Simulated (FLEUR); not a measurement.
## MnPt3: parallel and opposed starts

Does MnPt3 prefer parallel or opposed moments?

Calculated with FLEUR MaX-R8.1; LDA (VWN); all-electron FLAPW, Dirac cores, scalar-relativistic bands.

**1. Starting point**

Symmetry: Pm-3m, No. 221, cubic system. Conventional cell: a = 3.900 Å, b = 3.900 Å, c = 3.900 Å, α = 90.00°, β = 90.00°, γ = 90.00°. Nearest to Mn lie 12 Pt at 2.76 Å. Nearest to Pt lie 4 Mn at 2.76 Å and 8 Pt at 2.76 Å. Farther neighbours are not listed.

Coordinates:

```cif
data_structure
_symmetry_space_group_name_H-M 'Pm-3m'
_symmetry_Int_Tables_number 221
_cell_length_a 3.9000
_cell_length_b 3.9000
_cell_length_c 3.9000
_cell_angle_alpha 90.000
_cell_angle_beta 90.000
_cell_angle_gamma 90.000
_cell_volume 59.32
loop_
_atom_site_label
_atom_site_type_symbol
_atom_site_symmetry_multiplicity
_atom_site_Wyckoff_symbol
_atom_site_fract_x
_atom_site_fract_y
_atom_site_fract_z
_atom_site_occupancy
Mn1 Mn 1 a 0.00000 0.00000 0.00000 1
Pt1 Pt 3 c 0.00000 0.50000 0.50000 1
```

**2. Run 1 (ferro +)**

The parallel start comes first: it shows whether parallel moments hold.

inpgen writes inp.xml from crystal.txt; cutoffs, mixing, functional, smearing and local orbitals are then set in the file. The k list default-1 (kpts.xml, not shown) is a Γ-centred 8×8×8 mesh; where the ranks do not divide the number of points, some are split in two of half the weight.

The input, inp.xml:

```
<?xml version="1.0" encoding="UTF-8" standalone="no"?>
<fleurInput fleurInputVersion="0.39">
   <comment>
      MnPt3
   </comment>
   <calculationSetup>
      <cutoffs Kmax="3.6" Gmax="10.8" GmaxXC="10.8" numbands="0"/>
      <scfLoop itmax="90" minDistance="0.00002" maxIterBroyd="15" imix="Anderson" alpha="0.05" precondParam="0.0" spinf="2.0" sdNocoIR="T"/>
      <coreElectrons ctail="T" frcor="F" kcrel="0" coretail_lmax="0"/>
      <xcFunctional name="vwn" relativisticCorrections="F"/>
      <magnetism jspins="2"/>
      <soc l_soc="F" theta="0.0" phi="0.0" spav="F"/>
      <expertModes spex="0" secvar="F"/>
      <geometryOptimization l_f="F" forcealpha="1.0" forcemix="BFGS" epsdisp="0.00001" epsforce="0.00001"/>
      <ldaU l_linMix="F" mixParam="0.05" spinf="1.0"/>
   </calculationSetup>
   <cell>
      <bzIntegration valenceElectrons="63.0" mode="hist" fermiSmearingEnergy="0.00183747">
         <kPointListSelection listName="default-1"/>
         <xi:include xmlns:xi="http://www.w3.org/2001/XInclude" href="kpts.xml"> </xi:include>
      </bzIntegration>
      <xi:include xmlns:xi="http://www.w3.org/2001/XInclude" href="sym.xml"> </xi:include>
      <bulkLattice scale="1.0">
         <bravaisMatrix>
            <row-1>    7.3699318859399998     0.0000000000000000     0.0000000000000000</row-1>
            <row-2>    0.0000000000000000     7.3699318859399998     0.0000000000000000</row-2>
            <row-3>    0.0000000000000000     0.0000000000000000     7.3699318859399998</row-3>
         </bravaisMatrix>
      </bulkLattice>
   </cell>
   <atomSpecies>
      <species name="Manganese 3.500" element="Mn" atomicNumber="25">
         <mtSphere radius="2.54" gridPoints="839" logIncrement="0.015"/>
         <atomicCutoffs lmax="10" lnonsphr="8"/>
         <electronConfig flipSpins="F">
            <coreConfig>(1s1/2) (2s1/2) (2p1/2) (2p3/2)</coreConfig>
            <valenceConfig>(3s1/2) (3p1/2) (3p3/2) (4s1/2) (3d3/2) (3d5/2)</valenceConfig>
            <stateOccupation state="(3d3/2)" spinUp="1.25" spinDown="0.75"/>
            <stateOccupation state="(3d5/2)" spinUp="3.0" spinDown="0.0"/>
         </electronConfig>
         <energyParameters s="4" p="4" d="3" f="4"/>
         <lo type="SCLO" l="0" n="3" eDeriv="0"/>
         <lo type="SCLO" l="1" n="3" eDeriv="0"/>
      </species>
      <species name="Platinum (Pt)" element="Pt" atomicNumber="78">
         <mtSphere radius="2.54" gridPoints="839" logIncrement="0.016"/>
         <atomicCutoffs lmax="10" lnonsphr="8"/>
         <electronConfig flipSpins="F">
            <coreConfig>(1s1/2) (2s1/2) (2p1/2) (2p3/2) (3s1/2) (3p1/2) (3p3/2) (4s1/2) (3d3/2) (3d5/2) (4p1/2) (4p3/2) (5s1/2) (4d3/2) (4d5/2) (4f5/2) (4f7/2)</coreConfig>
            <valenceConfig>(5p1/2) (5p3/2) (6s1/2) (5d3/2) (5d5/2)</valenceConfig>
            <stateOccupation state="(6s1/2)" spinUp="0.500000" spinDown="0.500000"/>
            <stateOccupation state="(5d3/2)" spinUp="1.800000" spinDown="1.800000"/>
            <stateOccupation state="(5d5/2)" spinUp="2.700000" spinDown="2.700000"/>
         </electronConfig>
         <energyParameters s="6" p="6" d="5" f="5"/>
         <lo type="SCLO" l="1" n="5" eDeriv="0"/>
      </species>
   </atomSpecies>
   <atomGroups>
      <atomGroup species="Manganese 3.500">
         <relPos label="                   1">.0000000000 .0000000000 .0000000000</relPos>
         <force calculate="T" relaxXYZ="TTT"/>
      </atomGroup>
      <atomGroup species="Platinum (Pt)">
         <relPos label="                   2">.0000000000 1.000/2.000 1.000/2.000</relPos>
         <relPos label="                   3">1.000/2.000 .0000000000 1.000/2.000</relPos>
         <relPos label="                   4">1.000/2.000 1.000/2.000 .0000000000</relPos>
         <force calculate="T" relaxXYZ="TTT"/>
      </atomGroup>
   </atomGroups>
   <output dos="F" band="F" slice="F">
      <bandDOS minEnergy="-.5*Htr" maxEnergy="0.5*Htr" sigma="0.015" storeEVData="T"/>
      <plotting iplot="0" polar="F">
         <plot TwoD="T" vec1="  1.0  0.0  0.0" vec2="  0.0  1.0  0.0" vec3="  0.0  0.0  1.0" zero="  0.0  0.0  0.0" file="plot"/>
      </plotting>
      <moessbauerParams electricFieldGradient="F" isomerShift="F" coreHyperfine="F" valenceHyperfine="F"/>
   </output>
</fleurInput>
```

The input, crystal.txt:

```
MnPt3
&input film=F cartesian=F /
3.90000000000  0.00000000000  0.00000000000
0.00000000000  3.90000000000  0.00000000000
0.00000000000  0.00000000000  3.90000000000
1.8897261246
1.0 1.0 1.0

4
25 0.00000000000  0.00000000000  0.00000000000 : 3.500
78 0.00000000000  0.50000000000  0.50000000000
78 0.50000000000  0.00000000000  0.50000000000
78 0.50000000000  0.50000000000  0.00000000000

&kpt div1=8 div2=8 div3=8 gamma=T /
```

Started as:

```
$ OMP_NUM_THREADS=1 inpgen -f crystal.txt > inpgen.log  # inp.xml is then edited as shown
$ OMP_NUM_THREADS=1 mpirun -n 4 fleur_MPI > fleur.log
```

Log:

```text
Welcome to FLEUR        (www.flapw.de)
      MaX-Release 8.1          (www.max-centre.eu)

 ========== k-point set info ==========
 Selected k-point list: default-1
 k-point list type: mesh
 0 x 0 x 0
 Number of k points: 36

 ------------Calculation Setup---------------------------
 Number of MPI-tasks      :            4
 Number of PE/node        :            4
 Number of OMP-threads    :            1
 k-points in parallel     :            4
 pe's per k-point         :            1
 No of k-point loops      :            9
 Eigenvalue solver        :       lapack
 Number of basis functions:          348
 Approximate size of matrices (H+S) per k-point:         0.002 GB
 --------------------------------------------------------
 Iteration:     1   Distance:      32.30827691 me/bohr^3
 Iteration:     2   Distance:      15.96973477 me/bohr^3
 Iteration:     3   Distance:      13.47597951 me/bohr^3
 Iteration:     4   Distance:       8.62990884 me/bohr^3
 Iteration:     5   Distance:       6.08523171 me/bohr^3
 Iteration:     6   Distance:       5.23137712 me/bohr^3
 Iteration:     7   Distance:       8.07724028 me/bohr^3
 Iteration:     8   Distance:       2.31864265 me/bohr^3
 Iteration:     9   Distance:       0.89167726 me/bohr^3
 Iteration:    10   Distance:       0.27475676 me/bohr^3
 Iteration:    11   Distance:       0.40408896 me/bohr^3
 Iteration:    12   Distance:       0.21129833 me/bohr^3
 Iteration:    13   Distance:       0.16867326 me/bohr^3
 Iteration:    14   Distance:       0.05384400 me/bohr^3
 Iteration:    15   Distance:       0.02761607 me/bohr^3
 Iteration:    16   Distance:       0.02735388 me/bohr^3
 Iteration:    17   Distance:       0.02612621 me/bohr^3
 Iteration:    18   Distance:       0.00903198 me/bohr^3
 Iteration:    19   Distance:       0.00163259 me/bohr^3
 Iteration:    20   Distance:       0.00309799 me/bohr^3
 Iteration:    21   Distance:       0.00153179 me/bohr^3
 Iteration:    22   Distance:       0.00020905 me/bohr^3
 Iteration:    23   Distance:       0.00033704 me/bohr^3
 Iteration:    24   Distance:       0.00011883 me/bohr^3
 Iteration:    25   Distance:       0.00003205 me/bohr^3
 Iteration:    26   Distance:       0.00000957 me/bohr^3

 ********************************************************************
 Run finished successfully
 Stop message:
   all done
 ********************************************************************

--- out.xml (last complete iteration) ---
<iteration numberForCurrentRun="   26" overallNumber="   26">
         [... left out ...]
         <bandgap value="0.0207031282" units="eV"/>
         <sumValenceSingleParticleEnergies value="-28.3915459286" units="Htr"/>
         <FermiEnergy value="0.4323605302" units="Htr"/>
         <valenceDensity>
            <mtCharges spin="1">
               <mtCharge atomType="1" total="8.9452067" s="1.2135472" p="3.2440021" d="4.4454375" f="0.0311728"/>
               <mtCharge atomType="2" total="7.4317405" s="0.2688235" p="3.2029054" d="3.9177550" f="0.0323318"/>
            </mtCharges>
            <mtCharges spin="2">
               <mtCharge atomType="1" total="5.2179798" s="1.1968027" p="3.2131868" d="0.7675209" f="0.0298168"/>
               <mtCharge atomType="2" total="7.2893649" s="0.2826319" p="3.2220145" d="3.7483294" f="0.0278623"/>
            </mtCharges>
            <spinDependentCharge spin="1" total="33.5785489" interstitial="2.3381206" mtSpheres="31.2404283"/>
            <spinDependentCharge spin="2" total="29.4214511" interstitial="2.3353767" mtSpheres="27.0860744"/>
            <totalCharge value="63.0000000000"/>
         </valenceDensity>
         [... left out ...]
         <allElectronCharges>
            <spinDependentCharge spin="1" total="131.5785489" interstitial="2.3393408" mtSpheres="129.2392082"/>
            <spinDependentCharge spin="2" total="127.4214511" interstitial="2.3365979" mtSpheres="125.0848532"/>
            <totalCharge value="258.9999999670"/>
         </allElectronCharges>
         <magneticMomentsInMTSpheres units="muBohr">
            <globalMagMoment atomType="1" vec="0.00000   0.00000   3.72723"/>
            <localMagMoment atomType="1" vec="0.00000   0.00000   3.72723"/>
            <globalMagMoment atomType="2" vec="0.00000   0.00000   0.14238"/>
            <localMagMoment atomType="2" vec="0.00000   0.00000   0.14238"/>
         </magneticMomentsInMTSpheres>
         <moessbauerParams unitsHFF="kG" unitsIS="e/bohr^3" unitsEFG="Htr/bohr^2">
         </moessbauerParams>
         <totalEnergy value="   -56466.0365718218" units="Htr">
            <sumOfEigenvalues value="   -34628.3025733119">
               <coreElectrons value="-34599.9110273833"/>
               <valenceElectrons value="-28.3915459286"/>
            </sumOfEigenvalues>
            <densityCoulombPotentialIntegral value="-97628.6762345013"/>
            <densityEffectivePotentialIntegral value="-99076.9999098650"/>
            <chargeDenXCDenIntegral value="-1091.1479011454"/>
            <FockExchangeEnergyValence value="0.0000000000"/>
            <FockExchangeEnergyCore value="0.0000000000"/>
            <atomTypeDependentContributions atomType="1">
               <electronNucleiInteractionDifferentMTs value="1380.9501877385"/>
               <MadelungTerm value="-9.7753287870"/>
            </atomTypeDependentContributions>
            <atomTypeDependentContributions atomType="2">
               <electronNucleiInteractionDifferentMTs value="69508.3217608267"/>
               <MadelungTerm value="-110.2006126266"/>
            </atomTypeDependentContributions>
            <tkbTimesEntropy value="0.0008381688"/>
            <freeEnergy value="-56466.0374099906"/>
            <extrapolationTo0K value="-56466.0369909062"/>
         </totalEnergy>
         <densityConvergence units="me/bohr^3">
            <chargeDensity spin="1" distance="0.0000034514"/>
            <chargeDensity spin="2" distance="0.0000079974"/>
            <overallChargeDensity distance="0.0000095657"/>
            <spinDensity distance="0.0000077612"/>
         </densityConvergence>
      </iteration>
```

Elapsed: 29 s, on 4 MPI ranks of Intel Xeon 6975P-C (Granite Rapids), shared host; peak memory 0.27 GiB.

Spin moment in the muffin-tin sphere by atom:

| atom | spin moment in the muffin-tin sphere (μB) |
| --- | --- |
| Mn1 | 3.73 |
| Pt2 | 0.14 |
| Pt3 | 0.14 |
| Pt4 | 0.14 |

Read from the output:

```
free energy                                                       : -1536519.1537 eV
program's band gap on this mesh (in a metal only a level spacing) : 0.02070 eV
magnetization                                                     : 4.157 μB
final state                                                       : ferromagnetic
```

After 26 cycles the largest moment stands at 3.73 μB.

(Part 1 of 4 ends here.)

[Logs and program files are shortened in this print: banners, set-up blocks, solver, clock and traceback lines can be left out without a mark of their own.]

[Logs are printed without paths, hosts, clocks, repeated set-up lines and the standing remarks that a program may print on its own settings, such as how far it seeks lower states.]

[Hosts, paths, dates, database ids (printed as entryN), source tags and the programs' standing remarks are cut or masked in the printed files.]

[Where a cell is said to come from a database of computed structures, the database is the Materials Project.]
